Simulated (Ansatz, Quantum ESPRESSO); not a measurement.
# BeAgF3 (Pm-3m): Raman and infrared activity

Wanted: vibrational spectra of BeAgF3 (Pm-3m) from linear and non-linear response.

Method: DFT LDA, scalar-relativistic, plane waves, PseudoDojo norm-conserving pseudopotentials, in Quantum ESPRESSO 8.0 development, patched.

The structure was built from a prototype and need not be the compound's stable phase.

### 1. Starting point

Symmetry: Pm-3m, No. 221, cubic system. The conventional cell has a = 3.453 Å, b = 3.453 Å, c = 3.453 Å, α = 90.00°, β = 90.00°, γ = 90.00°. Ag has 12 F at 2.44 Å nearest. Nearest to Be lie 6 F at 1.73 Å. Nearest to F lie 2 Be at 1.73 Å and 4 Ag at 2.44 Å. Farther neighbours and most contacts between anions are not listed.

As a file:

```cif
data_structure
_symmetry_space_group_name_H-M 'P 1'
_symmetry_Int_Tables_number 1
_cell_length_a 3.4532
_cell_length_b 3.4532
_cell_length_c 3.4532
_cell_angle_alpha 90.000
_cell_angle_beta 90.000
_cell_angle_gamma 90.000
_cell_volume 41.18
loop_
_atom_site_label
_atom_site_type_symbol
_atom_site_fract_x
_atom_site_fract_y
_atom_site_fract_z
_atom_site_occupancy
Ag1 Ag 0.00000 0.00000 0.00000 1
Be2 Be 0.50000 0.50000 0.50000 1
F3 F 0.50000 0.50000 0.00000 1
F4 F 0.50000 0.00000 0.50000 1
F5 F 0.00000 0.50000 0.50000 1
```

### 2. A probe with smearing

A cheap run with smearing and empty bands tells whether the crystal has a gap, which decides between fixed occupations and smearing later on.

Contents of probe.in:

```
&control
   calculation = 'scf'
   prefix = 'x'
   outdir = './tmp'
   pseudo_dir = './pseudo'
   tprnfor = .true.
   tstress = .true.
   verbosity = 'high'
/
&system
   ibrav = 1
   celldm(1) = 6.52560225
   nat = 5
   ntyp = 3
   ecutwfc = 88.0
   occupations = 'smearing'
   smearing = 'gaussian'
   degauss = 0.01
/
&electrons
   conv_thr = 1.0d-07
   mixing_beta = 0.7
   electron_maxstep = 100
/
ATOMIC_SPECIES
 Ag    107.8682  Ag.upf
 Be      9.0122  Be.upf
 F      18.9984  F.upf
ATOMIC_POSITIONS crystal
 Ag     0.000000000   0.000000000   0.000000000
 Be     0.500000000   0.500000000   0.500000000
 F      0.500000000   0.500000000   0.000000000
 F      0.500000000   0.000000000   0.500000000
 F      0.000000000   0.500000000   0.500000000
K_POINTS automatic
 6 6 6 0 0 0
```

On the command line:

```bash
$ OMP_NUM_THREADS=1 mpirun -n 4 pw.x -nk 4 -in probe.in > probe.out
```

The log of the run:

```text
[banners, grids, parts of the stress and lines that vanish by symmetry left out]
Program PWSCF v.8.0dev
     bravais-lattice index     =            1
     lattice parameter (alat)  =       6.5256  a.u.
[...]
kinetic-energy cutoff     =      88.0000  Ry
     charge density cutoff     =     352.0000  Ry
     scf convergence threshold =      1.0E-07
[...]
Exchange-correlation= SLA-PW-NOGX-NOGC
                           (   1   4   0   0   0   0   0)
[...]
48 Sym. Ops., with inversion, found
[...]
(     0          1          0      )
                  (     0          0          1      )
[...]
(  0.0000000  1.0000000  0.0000000 )
                  (  0.0000000  0.0000000  1.0000000 )
[...]
(     0         -1          0      )
                  (     0          0          1      )
[...]
( -1.0000000  0.0000000  0.0000000 )
                  (  0.0000000  1.0000000  0.0000000 )
[...]
number of k points=    20  Gaussian smearing, width (Ry)=  0.0100
[...]
End of self-consistent calculation
[...]
the Fermi energy is    12.9229 ev
!    total energy              =    -485.34726821 Ry
[...]
convergence has been achieved in   7 iterations
[...]
atom    1 type  1   force =     0.00000000    0.00000000    0.00000000
     atom    2 type  2   force =     0.00000000    0.00000000    0.00000000
     atom    3 type  3   force =     0.00000000    0.00000000    0.00000000
     atom    4 type  3   force =     0.00000000    0.00000000    0.00000000
     atom    5 type  3   force =     0.00000000    0.00000000    0.00000000
[...]
Total force =     0.000000     Total SCF correction =     0.000000
[...]
total   stress  (Ry/bohr**3)                   (kbar)     P=      172.32
[...]
XML data file, charge density, pseudopotentials, collected wavefunctions

   JOB DONE.
```

Run time: 7.2 s. Hardware: 4 MPI ranks of Arm Neoverse V1, shared host; 28 s of CPU time.

Numbers from this step:

```yaml
volume_per_atom: 8.236 Å³
pressure: 17.23 GPa
gap_on_the_k_mesh: 2.176 eV
```

A gap of 2.2 eV opens on this mesh, so the crystal is taken as an insulator; the start stands at 17 GPa.

### 3. Relaxation

The relaxation runs at a cutoff a fifth above that of the response, since stress converges more slowly with the basis than frequencies do. Forces and stress are brought to rest with tight thresholds.

Contents of relax.in:

```
&control
   calculation = 'vc-relax'
   prefix = 'x'
   outdir = './tmp'
   pseudo_dir = './pseudo'
   tprnfor = .true.
   tstress = .true.
   forc_conv_thr = 2.0d-05
   etot_conv_thr = 1.0d-07
   nstep = 40
/
&system
   ibrav = 1
   celldm(1) = 6.52560225
   nat = 5
   ntyp = 3
   ecutwfc = 106
   occupations = 'fixed'
   nbnd = 24
/
&electrons
   conv_thr = 1.0d-11
   mixing_beta = 0.7
   electron_maxstep = 100
/
&ions
/
&cell
   press_conv_thr = 0.2
/
ATOMIC_SPECIES
 Ag    107.8682  Ag.upf
 Be      9.0122  Be.upf
 F      18.9984  F.upf
ATOMIC_POSITIONS crystal
 Ag     0.000000000   0.000000000   0.000000000
 Be     0.500000000   0.500000000   0.500000000
 F      0.500000000   0.500000000   0.000000000
 F      0.500000000   0.000000000   0.500000000
 F      0.000000000   0.500000000   0.500000000
K_POINTS automatic
 8 8 8 0 0 0
```

On the command line:

```bash
$ OMP_NUM_THREADS=1 mpirun -n 4 pw.x -nk 4 -in relax.in > relax.out
```

The log of the run:

```text
[banners, grids, parts of the stress and lines that vanish by symmetry left out]
[banner, memory and clock lines left out]
Program PWSCF v.8.0dev

[...]
kinetic-energy cutoff     =     106.0000  Ry
     charge density cutoff     =     424.0000  Ry
     scf convergence threshold =      1.0E-11
[...]
energy convergence thresh.=      1.0E-07
     force convergence thresh. =      2.0E-05
     press convergence thresh. =      2.0E-01
     Exchange-correlation= SLA-PW-NOGX-NOGC
                           (   1   4   0   0   0   0   0)
[...]
48 Sym. Ops., with inversion, found
[...]
number of k points=    35
[...]
End of self-consistent calculation
[...]
highest occupied, lowest unoccupied level (ev):    11.5956   13.7714
!    total energy              =    -485.34736224 Ry
[...]
convergence has been achieved in  11 iterations
[...]
atom    1 type  1   force =     0.00000000    0.00000000    0.00000000
     atom    2 type  2   force =     0.00000000    0.00000000    0.00000000
     atom    3 type  3   force =     0.00000000    0.00000000    0.00000000
     atom    4 type  3   force =     0.00000000    0.00000000    0.00000000
     atom    5 type  3   force =     0.00000000    0.00000000    0.00000000
     Total force =     0.000000     Total SCF correction =     0.000000
[...]
total   stress  (Ry/bohr**3)                   (kbar)     P=      172.61
[...]
number of bfgs steps    =   0
[...]
CELL_PARAMETERS (alat=  6.52560225)
[...]
ATOMIC_POSITIONS (crystal)
Ag               0.0000000000        0.0000000000        0.0000000000
Be               0.5000000000        0.5000000000        0.5000000000
F                0.5000000000        0.5000000000        0.0000000000
F                0.5000000000        0.0000000000        0.5000000000
[...]
New effective cutoffs (rho, wfc):  399.87  100.04
[...]
End of self-consistent calculation
[...]
highest occupied, lowest unoccupied level (ev):     9.8790   11.8729
!    total energy              =    -485.36207722 Ry
[...]
convergence has been achieved in   8 iterations
[...]
atom    1 type  1   force =     0.00000000    0.00000000    0.00000000
     atom    2 type  2   force =     0.00000000    0.00000000    0.00000000
     atom    3 type  3   force =     0.00000000    0.00000000    0.00000000
     atom    4 type  3   force =     0.00000000    0.00000000    0.00000000
     atom    5 type  3   force =     0.00000000    0.00000000    0.00000000
     Total force =     0.000000     Total SCF correction =     0.000000
[...]
total   stress  (Ry/bohr**3)                   (kbar)     P=       11.70
[...]
number of bfgs steps    =   1
[...]
CELL_PARAMETERS (alat=  6.52560225)
[...]
ATOMIC_POSITIONS (crystal)
[...]
New effective cutoffs (rho, wfc):  398.12   99.60
[...]
End of self-consistent calculation
[...]
highest occupied, lowest unoccupied level (ev):     9.7541   11.7360
!    total energy              =    -485.36216863 Ry
[...]
convergence has been achieved in   9 iterations
[...]
atom    1 type  1   force =     0.00000000    0.00000000    0.00000000
     atom    2 type  2   force =     0.00000000    0.00000000    0.00000000
     atom    3 type  3   force =     0.00000000    0.00000000    0.00000000
     atom    4 type  3   force =     0.00000000    0.00000000    0.00000000
[...]
Total force =     0.000000     Total SCF correction =     0.000000
[...]
total   stress  (Ry/bohr**3)                   (kbar)     P=        1.77
[...]
number of bfgs steps    =   2
[...]
CELL_PARAMETERS (alat=  6.52560225)
[...]
ATOMIC_POSITIONS (crystal)
[...]
New effective cutoffs (rho, wfc):  397.80   99.52
[...]
End of self-consistent calculation
[...]
highest occupied, lowest unoccupied level (ev):     9.7319   11.7117
!    total energy              =    -485.36217082 Ry
[...]
convergence has been achieved in   7 iterations
[...]
Total force =     0.000000     Total SCF correction =     0.000000
[...]
total   stress  (Ry/bohr**3)                   (kbar)     P=        0.03
[...]
number of bfgs steps    =   3
[...]
small trust_radius: resetting bfgs history
[...]
CELL_PARAMETERS (alat=  6.52560225)
[...]
ATOMIC_POSITIONS (crystal)
[...]
New effective cutoffs (rho, wfc):  397.80   99.52
[...]
End of self-consistent calculation
[...]
highest occupied, lowest unoccupied level (ev):     9.7316   11.7114
!    total energy              =    -485.36217082 Ry
[...]
convergence has been achieved in   4 iterations
[...]
atom    3 type  3   force =     0.00000000    0.00000000    0.00000000
     atom    4 type  3   force =     0.00000000    0.00000000    0.00000000
     atom    5 type  3   force =     0.00000000    0.00000000    0.00000000
     Total force =     0.000000     Total SCF correction =     0.000000
[...]
total   stress  (Ry/bohr**3)                   (kbar)     P=        0.01
[...]
bfgs converged in   5 scf cycles and   4 bfgs steps
[...]
End of BFGS Geometry Optimization
     Final enthalpy           =    -485.3621708245 Ry
     File ./tmp/x.bfgs deleted, as requested
[...]
CELL_PARAMETERS (alat=  6.52560225)
[...]
ATOMIC_POSITIONS (crystal)
[...]
F                0.5000000000        0.0000000000        0.5000000000
F                0.0000000000        0.5000000000        0.5000000000
[...]
Final scf calculation at the relaxed structure.
[...]
kinetic-energy cutoff     =     106.0000  Ry
     charge density cutoff     =     424.0000  Ry
     scf convergence threshold =      1.0E-13
[...]
press convergence thresh. =      2.0E-01
     Exchange-correlation= SLA-PW-NOGX-NOGC
                           (   1   4   0   0   0   0   0)
[...]
48 Sym. Ops., with inversion, found
[...]
number of k points=    35
[...]
End of self-consistent calculation
[...]
highest occupied, lowest unoccupied level (ev):     9.7316   11.7114
!    total energy              =    -485.36219953 Ry
[...]
convergence has been achieved in  13 iterations
[...]
atom    1 type  1   force =     0.00000000    0.00000000    0.00000000
     atom    2 type  2   force =     0.00000000    0.00000000    0.00000000
     atom    3 type  3   force =     0.00000000    0.00000000    0.00000000
     atom    4 type  3   force =     0.00000000    0.00000000    0.00000000
     atom    5 type  3   force =     0.00000000    0.00000000    0.00000000
     Total force =     0.000000     Total SCF correction =     0.000000
[...]
total   stress  (Ry/bohr**3)                   (kbar)     P=        0.13
[...]
XML data file, charge density, pseudopotentials, collected wavefunctions
```

It took 1.7 min on 4 MPI ranks.

The steps of the relaxation:

```
step  energy less that of the first step (eV)  largest force (eV/Å)  pressure (GPa)  volume (Å³)
   1                                   0.0000                0.0000           17.26        41.18
   2                                  -0.2002                0.0000            1.17        44.91
   3                                  -0.2015                0.0000            0.18        45.21
   4                                  -0.2015                0.0000            0.00        45.26
   5                                  -0.2015                0.0000            0.00        45.26
   6                                  -0.2019                0.0000            0.01        45.26
```

```
conventional cell, symmetrised  before  after  change
                         a (Å)   3.453  3.564  +3.2 %
                         b (Å)   3.453  3.564  +3.2 %
                         c (Å)   3.453  3.564  +3.2 %
              volume (Å³/atom)    8.24   9.05  +9.9 %
```

The relaxed structure:

```xyz
5
Lattice="3.5638 0.0000 0.0000 0.0000 3.5638 0.0000 0.0000 0.0000 3.5638" Properties=species:S:1:pos:R:3 pbc="T T T"
Ag    0.0000    0.0000    0.0000
Be    1.7819    1.7819    1.7819
F     1.7819    1.7819    0.0000
F     1.7819    0.0000    1.7819
F     0.0000    1.7819    1.7819
```

The last row of the table of steps is pw.x's closing run on a basis chosen anew for the final cell, so its energy can jump.

Numbers from this step:

| Quantity | Value |
| --- | --- |
| volume per atom | 9.052 Å³ |
| pressure | 0.01300 GPa |
| gap on the k-mesh | 1.980 eV |

The volume changes by +9.9 % from the cell with which this run began.

### 4. Ground state

Perturbation theory inherits every error of the wavefunctions, so the threshold is set near the limit of the arithmetic. With a gap, occupations are fixed, which also allows the response to an electric field.

Contents of scf.in:

```
&control
   calculation = 'scf'
   prefix = 'x'
   outdir = './tmp'
   pseudo_dir = './pseudo'
   tprnfor = .true.
   tstress = .true.
/
&system
   ibrav = 1
   celldm(1) = 6.73451309
   nat = 5
   ntyp = 3
   ecutwfc = 88.0
   occupations = 'fixed'
   nbnd = 24
/
&electrons
   conv_thr = 1.0d-12
   mixing_beta = 0.7
   electron_maxstep = 100
/
ATOMIC_SPECIES
 Ag    107.8682  Ag.upf
 Be      9.0122  Be.upf
 F      18.9984  F.upf
ATOMIC_POSITIONS crystal
 Ag     0.000000000   0.000000000   0.000000000
 Be     0.500000000   0.500000000   0.500000000
 F      0.500000000   0.500000000   0.000000000
 F      0.500000000   0.000000000   0.500000000
 F      0.000000000   0.500000000   0.500000000
K_POINTS automatic
 8 8 8 0 0 0
```

On the command line:

```bash
$ OMP_NUM_THREADS=1 mpirun -n 4 pw.x -nk 4 -in scf.in > scf.out
```

The log of the run:

```text
[banners, grids, parts of the stress and lines that vanish by symmetry left out]
[banner, memory and clock lines left out]
Program PWSCF v.8.0dev

[...]
kinetic-energy cutoff     =      88.0000  Ry
     charge density cutoff     =     352.0000  Ry
     scf convergence threshold =      1.0E-12
[...]
Exchange-correlation= SLA-PW-NOGX-NOGC
                           (   1   4   0   0   0   0   0)
[...]
48 Sym. Ops., with inversion, found
[...]
number of k points=    35
[...]
End of self-consistent calculation
[...]
highest occupied, lowest unoccupied level (ev):     9.7317   11.7114
!    total energy              =    -485.36210625 Ry
[...]
convergence has been achieved in  12 iterations
[...]
atom    1 type  1   force =     0.00000000    0.00000000    0.00000000
     atom    2 type  2   force =     0.00000000    0.00000000    0.00000000
     atom    3 type  3   force =     0.00000000    0.00000000    0.00000000
     atom    4 type  3   force =     0.00000000    0.00000000    0.00000000
     atom    5 type  3   force =     0.00000000    0.00000000    0.00000000
     Total force =     0.000000     Total SCF correction =     0.000000
[...]
total   stress  (Ry/bohr**3)                   (kbar)     P=        0.11
[...]
XML data file, charge density, pseudopotentials, collected wavefunctions
```

Run time: 22 s. Hardware: 4 MPI ranks; 88 s of CPU time.

Numbers from this step:

```yaml
pressure: 0.01100 GPa
```

The cell stands at 0.011 GPa, close enough for phonons.

(Part 1 of 3 ends here.)

[Host names and launcher messages were left out of these logs when they were recorded.]

[Logs are printed without paths, hosts, clocks, repeated set-up lines and the standing remarks that a program may print on its own settings, such as how far it seeks lower states.]

[Hosts, paths, dates, database ids (printed as entryN), source tags and the programs' standing remarks are cut or masked in the printed files.]
